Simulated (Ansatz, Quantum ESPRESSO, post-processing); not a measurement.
# From contact to tunnelling: vacuum gaps between two Li(100) faces, part 2 of 2

How fast does transmission decay with width? The series: vacuum gaps between two Li(100) faces.

Quantum ESPRESSO 7.5; plane-wave DFT, PBE, GBRV ultrasoft pseudopotentials; cross-check by Ansatz 0.2.0 with PAW datasets.

So far. Step 9 (Transmission with pwcond.x, 5.5 Å): T goes from 0.353 to 0.144, a factor of 2.4. Step 10 (The same in Ansatz, 5.5 Å): Ansatz finds T = 0.145 against pwcond's 0.144.

## 11. SCF with pw.x, 6.5 Å

Level of this step: plane-wave DFT, PBE, GBRV ultrasoft pseudopotentials (Quantum ESPRESSO 7.5).

File j3.scf.in:

```
&control
  prefix = 'j3.scf'
  outdir = './out'
  pseudo_dir = './pseudo'
  calculation = 'scf'
  tprnfor = .true.
/
&system
  ibrav = 0
  nat = 16
  ntyp = 1
  ecutwfc = 40
  ecutrho = 200
  occupations = 'smearing'
  smearing = 'mv'
  degauss = 0.01
/
&electrons
  conv_thr = 1e-07
  mixing_beta = 0.25
  electron_maxstep = 120
  mixing_mode = 'local-TF'
/
ATOMIC_SPECIES
  Li  6.9400  li_pbe_v1.4.uspp.F.UPF
CELL_PARAMETERS angstrom
  3.44000000000000 0.00000000000000 0.00000000000000
  0.00000000000000 3.44000000000000 0.00000000000000
  0.00000000000000 0.00000000000000 32.30000000000000
ATOMIC_POSITIONS crystal
  Li  0.000000000000 0.000000000000 0.000000000000
  Li  0.500000000000 0.500000000000 0.053250773994
  Li  0.000000000000 0.000000000000 0.106501547988
  Li  0.500000000000 0.500000000000 0.159752321981
  Li  0.000000000000 0.000000000000 0.213003095975
  Li  0.500000000000 0.500000000000 0.266253869969
  Li  0.000000000000 0.000000000000 0.319504643963
  Li  0.500000000000 0.500000000000 0.372755417957
  Li  0.000000000000 0.000000000000 0.573993808050
  Li  0.500000000000 0.500000000000 0.627244582043
  Li  0.000000000000 0.000000000000 0.680495356037
  Li  0.500000000000 0.500000000000 0.733746130031
  Li  0.000000000000 0.000000000000 0.786996904025
  Li  0.500000000000 0.500000000000 0.840247678019
  Li  0.000000000000 0.000000000000 0.893498452012
  Li  0.500000000000 0.500000000000 0.946749226006
K_POINTS automatic
  7 7 1 0 0 0
```

Run with:

```console
OMP_NUM_THREADS=1 mpirun -n 2 pw.x -nk 2 -in j3.scf.in > j3.scf.out
```

Wall time 91 s (2 MPI ranks of Arm Neoverse V2, shared host); peak memory 0.37 GiB; 3 min of CPU time.

This step gave:

- free energy: -3149.6567 eV
- Fermi energy: 0.4163 eV

## 12. Transmission with pwcond.x, 6.5 Å

File j3.cond.in:

```
&inputcond
  outdir = './out'
  prefixt = 'j3.scf'
  tran_file = 'j3.cond.dat'
  bdl = 2.0000000000
  bds = 9.3895348837
  ikind = 1
  ewind = 4.0
  epsproj = 1e-05
  nz1 = 7
  energy0 = 0.4
  denergy = -0.4
/
15
  0.00000000 0.00000000 0.01562500
  0.00000000 0.12500000 0.06250000
  0.00000000 0.25000000 0.06250000
  0.00000000 0.37500000 0.06250000
  0.00000000 0.50000000 0.03125000
  0.12500000 0.12500000 0.06250000
  0.12500000 0.25000000 0.12500000
  0.12500000 0.37500000 0.12500000
  0.12500000 0.50000000 0.06250000
  0.25000000 0.25000000 0.06250000
  0.25000000 0.37500000 0.12500000
  0.25000000 0.50000000 0.06250000
  0.37500000 0.37500000 0.06250000
  0.37500000 0.50000000 0.06250000
  0.50000000 0.50000000 0.01562500
3
```

Run with:

```console
OMP_NUM_THREADS=1 mpirun -n 2 pwcond.x -in j3.cond.in > j3.cond.out
```

Elapsed: 49 s, on 2 MPI ranks; peak memory 0.13 GiB; 97 s of CPU time.

This step gave:

| Item | Value |
| --- | --- |
| transmission at the Fermi level, one spin | 0.03715 |
| conductance | 0.03715 G₀ |

Per spin; mean over the k mesh across the current. Table of transmission, zone mean by energy, zero at the Fermi level:

| energy (eV) | transmission, zone mean |
| --- | --- |
| -0.400 | 0.0187 |
| 0.000 | 0.0372 |
| 0.400 | 0.0686 |

T goes from 0.144 to 0.0372, a factor of 3.9.

## 13. Cross-check with Ansatz, 6.5 Å

Level of this step: plane-wave DFT, PBE, Ansatz PAW (Ansatz 0.2.0).

File input.yaml:

```yaml
crystal:
  lattice:
    - [3.44, 0.0, 0.0]
    - [0.0, 3.44, 0.0]
    - [0.0, 0.0, 32.3]
  atoms:
    - { symbol: Li, position: [0.0, 0.0, 0.0] }
    - { symbol: Li, position: [0.5, 0.5, 0.053250774] }
    - { symbol: Li, position: [0.0, 0.0, 0.106501548] }
    - { symbol: Li, position: [0.5, 0.5, 0.159752322] }
    - { symbol: Li, position: [0.0, 0.0, 0.213003096] }
    - { symbol: Li, position: [0.5, 0.5, 0.26625387] }
    - { symbol: Li, position: [0.0, 0.0, 0.319504644] }
    - { symbol: Li, position: [0.5, 0.5, 0.372755418] }
    - { symbol: Li, position: [0.0, 0.0, 0.573993808] }
    - { symbol: Li, position: [0.5, 0.5, 0.627244582] }
    - { symbol: Li, position: [0.0, 0.0, 0.680495356] }
    - { symbol: Li, position: [0.5, 0.5, 0.73374613] }
    - { symbol: Li, position: [0.0, 0.0, 0.786996904] }
    - { symbol: Li, position: [0.5, 0.5, 0.840247678] }
    - { symbol: Li, position: [0.0, 0.0, 0.893498452] }
    - { symbol: Li, position: [0.5, 0.5, 0.946749226] }
kpoints:
  mp_grid: { grid: [7, 7, 1] }
hamiltonian:
  xc: pbe
scf:
  occupations: { method: fermi_dirac, width: 0.1 }
  convergence: { dr2_threshold: 1.0e-08 }
output:
  transmission: { leads: [[0, 2]], e_range: [-0.4, 0.4], de: 0.4, kmesh: [8, 8] }
  write_potential: true
  write_density: true
  volumetric_format: npy
```

Run with:

```console
ansatz run input.yaml --threads 2 --pin off --max-ram 4096MiB --backend cpu --events-out ev --progress --plain --runs-dir out
```

Run time: 25 s. Hardware: 2 threads; peak memory 0.58 GiB.

Read from the output:

```
free energy                                  : -3274.3581 eV
energy at zero smearing                      : -3274.2128 eV
smearing term TS                             : 0.2905 eV
Fermi energy                                 : 0.4903 eV
transmission at the Fermi level, one spin    : 0.03736
step of the lead's Hamiltonian over a period : 12 meV
```

Per spin; mean over the k mesh across the current. Table of transmission, zone mean by energy, zero at the Fermi level:

| energy (eV) | transmission, zone mean |
| --- | --- |
| -0.400 | 0.0189 |
| 0.000 | 0.0374 |
| 0.400 | 0.0687 |

Ansatz finds T = 0.0374 against pwcond's 0.0372.

## 14. The series side by side

All levels:

| level | T by pwcond | T by Ansatz | lead channels | CPU time (s) |
| --- | --- | --- | --- | --- |
| 3.5 Å | 0.6351 | 0.6287 | 1.203 | 218 |
| 4.5 Å | 0.3526 | 0.354 | 1.203 | 250.2 |
| 5.5 Å | 0.1439 | 0.1452 | 1.203 | 232.6 |
| 6.5 Å | 0.03715 | 0.03736 | 1.203 | 278.8 |

## 15. Worked from the printed numbers

For the narrowest barrier, the Landauer sum over the mesh, Σ w T = 0.1250 × 0.966 + 0.1250 × 0.728 + 0.0625 × 1 + … = 0.6351.

G = 0.635 × 77.48 µS = 49.2 µS a cell. Times the area of 11.834 Å², the resistance-area product is A/G = 2.40 fΩ m², the leads' contact resistance included.

Free electrons at 1 an atom (4 atoms in 81.4 Å³) have k_F = 1.133 1/Å and offer A k_F²/4π = 1.21 channels per spin; the lead has 1.20 on this mesh.

κ = ln(T₁/T₂)/(2Δd) = ln(0.1439/0.03715)/(2 × 1 Å) = 0.68 1/Å.

## 16. Outcome

* conductance a cell at 3.5 Å: 0.635 G₀
* conductance a cell at 4.5 Å: 0.353 G₀
* conductance a cell at 5.5 Å: 0.144 G₀
* conductance a cell at 6.5 Å: 0.0372 G₀
* fall of ln T per Å over the last interval: 1.35

What this shows: The conductance goes from 0.635 G₀ at 3.5 Å to 0.0372 G₀ at 6.5 Å (PBE, GBRV ultrasoft). Interval by interval ln T falls by 0.59, 0.90 and 1.35 per Å: the decay still steepens, so it isn't yet a plain exponential. The last interval gives κ = 0.68 1/Å in T ∝ exp(−2κd), an apparent barrier of (κ/0.512)² = 1.7 eV, while the decay still steepens. Ansatz follows the series within a factor of 1.01. Points with over 2.5 times the mean carry up to 64 % of T, so the means lean on few points, and the mesh was not tested. The geometries are as built, not relaxed, and the leads are short. Semilocal functionals lack the image potential in a vacuum gap.

[Logs are printed without paths, hosts, clocks, repeated set-up lines and the standing remarks that a program may print on its own settings, such as how far it seeks lower states.]

[Hosts, paths, dates, database ids (printed as entryN), source tags and the programs' standing remarks are cut or masked in the printed files.]

[Maps of the electrostatic potential energy from Ansatz leave out the sawtooth potential of an applied field or a dipole correction, so their vacuum need not be flat; planar profiles and work functions include it.]
